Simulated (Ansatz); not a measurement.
# A hypothetical structure for TaIn, part 2 of 2

Starting from a made-up structure for TaIn, the aim is the relaxed cell, its shortest contacts and, where a second run follows, its electronic structure.

Ansatz 0.2.0; DFT, r2SCAN, plane-wave PAW, files of the set soft_1, scalar-relativistic, no spin, cell and ions relaxed at zero pressure; PAW set soft_1 (the session's first sound run).

So far: The starting structure; Relaxation of the guess. The relaxed cell has a = 3.042, c = 14.762 Å (conventional setting).

**3. Bands of the relaxed cell**

A second self-consistent run takes a narrower smearing and the mesh shown in its input; the bands follow along the standard path of the relaxed lattice.

This step: DFT, r2SCAN, plane-wave PAW, files of the set soft_1, scalar-relativistic, no spin, bands and density of states at the relaxed cell; PAW set soft_1 (Ansatz 0.2.0).

input.yaml reads:

```yaml
crystal:
  lattice:
    - [1.5210338279, 0.8781692898, 4.9205946611]
    - [-1.5210338279, 0.8781692898, 4.9205946611]
    - [0.0, -1.7563385801, 4.9205946611]
  atoms:
    - { symbol: Ta, position: [0.5, 0.5, 0.5] }
    - { symbol: In, position: [0.0, 0.0, 0.0] }
kpoints:
  mp_grid: { grid: [12, 12, 12] }
  band_path:
    path:
      - [[0.0, 0.0, 0.0], [0.5, 0.0, 0.0], [0.5, 0.18790058, -0.18790058]]
      - [[0.81209942, 0.5, 0.18790058], [0.5, 0.5, 0.5], [0.0, 0.0, 0.0], [0.34395029, 0.0, -0.34395029]]
      - [[0.65604971, 0.34395029, 0.0], [0.5, 0.5, 0.0], [0.65604971, 0.65604971, 0.18790058], [0.5, 0.5, 0.5]]
      - [[0.5, 0.0, 0.0], [0.81209942, 0.34395029, 0.34395029]]
    npoints: 8
scf:
  occupations: { method: fermi_dirac, width: 0.03 }
  n_extra_bands: 6
hamiltonian:
  xc: r2scan
  pseudopotentials: { kind: paw, azcp: { folder: soft_1 } }
output:
  forces: true
  stress: true
  write_bands: true
  dos: { projected: true }
  write_density: true
  write_potential: true
  elf: true
  volumetric_format: npy
```

Command:

```bash
$ ansatz run input.yaml --threads 4 --pin off --max-ram 8192MiB --backend cpu --events-out ev --progress --plain --runs-dir out
```

Numbers of over 12 decimals in the logs are rounded to 6 here.

Log:

```text
[...]
Crystal: 2 atoms, lattice volume = 39.435 Å³
Basis set: ecut = 500 eV, 1031 PW (Γ), FFT grids on a1−a2, a2, −a2+a3, exchange–correlation on 96×160×96 points (64 copies of the dense FFT grid, shifted against one another)
Bands: 19, of which v1, the nominal top of the filled ones, is band 13 counted from 1 (12 counted from 0)
Symmetry: 12 space group operations
[...]
k-points: 189 of 1728
[...]
SCF iter   1: F=—  HF=-15557.156508 eV  |F-HF|=—  |Δ(HF+E_count)|=         —  Δρ=4.88e-2  dr2=2.88e0  dr2_τ=3.02e-2  ethr=3.10e-3  ⟨swp⟩=6.0  Hψ=16000  notcnv=0
[...]
SCF iter   7: F=-15556.649707 eV  HF=-15556.649707 eV  |F-HF|=4.18e-8  |Δ(HF+E_count)|=   1.33e-6  Δρ=1.86e-5  dr2=8.62e-8  dr2_τ=1.19e-8  ethr=3.85e-10  ⟨swp⟩=12.5  Hψ=25518  notcnv=0
SCF 1 converged in 7 iterations: F = -15556.649707 eV  dr2 = 8.62e-8
[...]
NSCF: frozen V_eff on 76 k-points
SCF converged after 7 iterations
Free energy (F): -15556.649707 eV
[...]
Internal energy: -15556.646410 eV  (E = F + TS)
E sigma→0 (E₀):  -15556.648059 eV
Entropy (-TS):   -0.003296 eV (-1.648 meV/atom)
Fermi energy:    15.829423 eV
[...]
--- Stress (GPa, compression-positive) ---
        0.095560      -0.000000      -0.000000
       -0.000000       0.095560      -0.000000
       -0.000000      -0.000000       0.418960
  P = ⅓ Tr σ = 0.2034 GPa (2.034 kbar)
--- Band table (eV; the first three rows and the last of 189) ---
  k-point 0: bands = [... 9 lower, 5.0694, 11.6566, 13.2039, 16.6558, 16.6558, 19.2148, 19.2148, 20.1719, ... 2 higher]
  k-point 1: bands = [... 9 lower, 5.2598, 11.8478, 13.2332, 16.3961, 16.8729, 19.0779, 19.1691, 20.2021, ... 2 higher]
  k-point 2: bands = [... 9 lower, 5.8269, 12.2954, 13.3735, 15.8158, 17.5074, 18.7200, 18.9226, 20.4252, ... 2 higher]
  k-point 188: bands = [... 9 lower, 6.4241, 8.4597, 13.8861, 16.5449, 16.5449, 19.0472, 19.0472, 23.6203, ... 2 higher]
```

The job ended after 13 s (4 threads of Arm Neoverse N1, shared host; peak memory 0.53 GiB).

The column dr2 measures how far the density is from self-consistency, as an energy; F and HF (Harris–Foulkes) agree once it is small.

Numbers from this step:

- free energy: -15556.6497 eV
- energy at zero smearing: -15556.6481 eV
- smearing term TS: 0.003296 eV
- Fermi energy: 15.83 eV
- pressure: 0.2034 GPa

bands.tsv at the labelled points (eV, zero at the Fermi level; the bands that come nearest the Fermi level along the path):

```
point  band 10  band 11  band 12  band 13  band 14  band 15  band 16  band 17
    Γ   -10.76    -4.17    -2.63     0.83     0.83     3.39     3.39     4.34
    L    -5.11    -3.62    -3.53    -1.81     1.59     3.26     4.44     5.66
   B1    -3.80    -2.21    -2.17    -1.54    -0.02     0.81     3.21     3.94
    B    -3.80    -2.21    -2.17    -1.54    -0.02     0.81     3.21     3.94
    Z    -9.41    -7.37    -1.94     0.72     0.72     3.22     3.22     7.79
    Γ   -10.76    -4.17    -2.63     0.83     0.83     3.39     3.39     4.34
    X    -3.60    -2.31    -2.17    -1.59    -0.37     1.25     2.80     4.66
    Q    -3.60    -2.31    -2.17    -1.59    -0.37     1.25     2.80     4.66
    F    -5.12    -3.46    -2.99    -0.05     0.03     2.41     4.21     5.67
   P1    -5.12    -4.03    -2.50    -0.74     0.51     2.16     4.56     5.55
    Z    -9.41    -7.37    -1.94     0.72     0.72     3.22     3.22     7.79
    L    -5.11    -3.62    -3.53    -1.81     1.59     3.26     4.44     5.66
    P    -5.12    -4.03    -2.50    -0.74     0.51     2.16     4.56     5.55
```

States per cell as run, both spins, in windows of 1 eV, from dos.tsv (zero at the Fermi level):

```
from  to  total
  -8  -7   0.32
  -7  -6   0.40
  -6  -5   0.58
  -5  -4   0.56
  -4  -3   0.96
  -3  -2   1.35
  -2  -1   1.77
  -1   0   1.41
   0   1   1.11
   1   2   1.57
   2   3   1.58
   3   4   1.28
   4   5   1.10
   5   6   1.06
```

A further 18.6 states lie below the table's range.

Electrostatic potential energy in the ac plane of the conventional cell at fractional y = 0.000, with atoms of Ta and In within 0.2 Å of it. With pseudopotentials it is smooth inside the atoms' cores, unlike the true potential.

Ten even steps from '_' (-25 eV) to '@' (18 eV), each cell a mean:
```
____..--**%%@@@@%%##++::..__
****##%%%%@@@@@@@@@@%%####**
@@@@@@@@%%%%%%%%%%%%%%@@@@@@
@@@@@@%%##**++==++**##%%@@@@
@@@@@@%%##****++**##%%%%@@@@
@@@@@@@@@@%%%%%%%%%%@@@@@@@@
@@@@@@@@@@%%%%%%%%%%@@@@@@@@
@@@@@@%%##**++++++**##%%@@@@
@@@@@@%%%%##**++**##%%%%@@@@
%%@@@@@@@@@@@@@@@@@@@@@@@@@@
----==**%%%%@@@@@@%%##**==--
______..++##%%@@%%##==______
______::++##@@@@%%##++..____
++++**##%%@@@@@@@@@@%%##**++
@@@@@@@@@@%%%%%%%%%%@@@@@@@@
@@@@@@%%##**++==++**##%%@@@@
@@@@@@%%%%##**++**##%%@@@@@@
@@@@@@@@@@@@%%%%%%@@@@@@@@@@
@@@@@@@@%%%%%%##%%%%@@@@@@@@
@@@@@@%%##**++==++**##%%@@@@
@@@@@@%%##**++++**##%%%%@@@@
@@@@@@@@@@%%%%%%%%%%@@@@@@@@
====++##%%@@@@@@@@@@%%**++==
______::++##%%@@%%##==..____
```
Columns run along a (3.0 Å; values clipped at the 3rd and 97th percentile), rows up along c (14.8 Å), edges of the conventional cell, whose origin can differ from the input's. Atoms in or near the plane, at fractional coordinates: Ta at (0.00, 0.50), In at (0.00, 0.00).

ELF in the ac plane of the conventional cell at fractional y = 0.000, with atoms of Ta and In within 0.2 Å of it. It is the smooth field of the valence electrons, not physical close to the nuclei.

Ten even steps from '_' (0.03) to '@' (0.68), each cell a mean:
```
____..::--------------::..__
--==========================
%%##**++--::......::--++##%%
%%##**------++++++==--==**%%
%%##++--::----==----::==**##
++++====--------------====++
------==================----
------::::----------::------
++====------------------==++
++========================++
%%##++--::--++++==--::--**%%
++##@@@@++--==++==--**@@@@**
%%%%@@##==--==++==--==%%@@%%
****==::::--++++++--::--==**
++++++========--========++++
====----::----------------==
----------------------------
----======================--
**++==--::::::::::::--==++**
%%##++----==++++==----==**%%
%%##**--::--====--::::==**%%
####**++==::::::::--==++**##
::------==============----::
____..::--------------::____
```
Columns run along a (3.0 Å), rows up along c (14.8 Å), edges of the conventional cell, whose origin can differ from the input's. Atoms in or near the plane, at fractional coordinates: Ta at (0.00, 0.50), In at (0.00, 0.00).

Valence density in the ac plane of the conventional cell at fractional y = 0.000, with atoms of Ta and In within 0.2 Å of it. It is the smooth field of the valence electrons, not physical close to the nuclei.

Ten steps, logarithmic in the rise over the least value, from '_' (0.12 × 1e0 e/Å³) to '@' (8.44 × 1e0 e/Å³), each cell a mean:
```
@@@@%%**--::......::==**%%@@
====--::......__....::::--==
............::::::..........
::::::::--========----::::::
......::::--======--::::....
________..............______
______....::::::::::..______
____....::--======--::..____
__......::----------::....__
............................
****++--::..........::==++**
%%%%%%##==--::::::--++##%%%%
%%%%##**==::::..::--==**%%%%
++==--::..............::====
..........::::::::..........
____....::--======--::....__
______..::----------::..____
________....::::::....______
____........::::::......____
....::::--========----::::..
....::::::--======--::::::..
::::....................::::
**++++--::....__....::--++**
@@@@%%**==::......::++##%%@@
```
Columns run along a (3.0 Å), rows up along c (14.8 Å), edges of the conventional cell, whose origin can differ from the input's. Atoms in or near the plane, at fractional coordinates: Ta at (0.00, 0.50), In at (0.00, 0.00).

**4. What came out**

| Property | Result |
| --- | --- |
| space group, relaxed | R-3m |
| conventional cell | a = 3.042, b = 3.042, c = 14.762 Å; α = 90.0°, β = 90.0°, γ = 120.0° |
| volume per atom | 19.72 Å³ (guess 21.02) |

**Reading.** TaIn relaxes to R-3m with a = 3.042, b = 3.042 and c = 14.762 Å. The guessed volume was 7 % too large. The space group R-3m was held in the relaxation, so the end point is a stationary structure within it and may be a saddle against distortions or other arrangements. Bands cross the Fermi level, so it is a metal or semimetal at this level. On the 12×12×12 mesh with the narrower smearing (relaxed on 10×10×10) the forces vanish, as symmetry may demand, and the largest stress component is 0.419 GPa, against the relaxation's thresholds of 0.015 eV/Å and 0.05 GPa. The cutoff wasn't tested. Spin-orbit coupling is left out, which can matter for elements this heavy. No dispersion term is used, so weakly bound directions may come out too long. The runs have no spin, and magnetism wasn't tested. Nothing here tests whether the compound is stable against decomposition.

[Logs are printed without paths, hosts, clocks, repeated set-up lines and the standing remarks that a program may print on its own settings, such as how far it seeks lower states.]

[Hosts, paths, dates, database ids (printed as entryN), source tags and the programs' standing remarks are cut or masked in the printed files.]
